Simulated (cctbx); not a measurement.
# Absolute structure of Yb2Cu12P7

Space group P-6 (no. 174), a = 9.4000 Å, b = 9.4000 Å, c = 3.7220 Å, α = 90.00°, β = 90.00°, γ = 120.00°.

```csv
atom,mult.,x,y,z,Ueq (Å²)
Yb1,1,0,0,0,0.0076
Yb2,1,1/3,2/3,1/2,0.0159
Cu1,3,0.2512,0.3044,1/2,0.0215
Cu2,3,0.3831,0.2151,0,0.0189
Cu3,3,0.5781,0.4530,1/2,0.0111
Cu4,3,0.5954,0.7057,0,0.0183
P1,1,2/3,1/3,0,0.0171
P2,3,0.3670,0.4341,0,0.0194
P3,3,0.2309,0.0310,1/2,0.0155
```

This is a model crystal, built by substitution and not relaxed, with assumed displacement parameters.

Data sets are simulated with cctbx and refined with Bijvoet mates kept apart; Flack x is then fitted as the share of an inverted twin with the atoms fixed, Hooft y from the Bijvoet differences. The group is acentric but holds improper operations, so there is an absolute structure (orientation) and no hand.

Untwinned crystal. What Flack and Hooft values should come out?

| λ (Å) | extinction (unmodelled) | d min (Å) | top counts | error (%) | model | R1 | Flack x | s.u. | Hooft y | s.u. | pairs |
| --- | --- | --- | --- | --- | --- | --- | --- | --- | --- | --- | --- |
| 0.71073 | 0 | 0.77 | 40000 | 4 | as given | 0.0111 | -0.010 | 0.012 | -0.016 | 0.013 | 249 |
| 0.71073 | 0 | 0.77 | 40000 | 4 | inverted | 0.0368 | 1.004 | 0.015 | 1.038 | 0.014 | 249 |
| 1.54184 | 0 | 0.83 | 5000 | 2 | as given | 0.0336 | 0.04 | 0.05 | 0.027 | 0.045 | 205 |

With Mo Kα, x is within 3 s.u. of 0, so the absolute structure is right. With Cu Kα, x is within 3 s.u. of 0, so the absolute structure is right, though an s.u. above 0.04 can't exclude a small twin share. Inverting the model turns x into about 1 − x.

[Logs are printed without paths, hosts, clocks, repeated set-up lines and the standing remarks that a program may print on its own settings, such as how far it seeks lower states.]
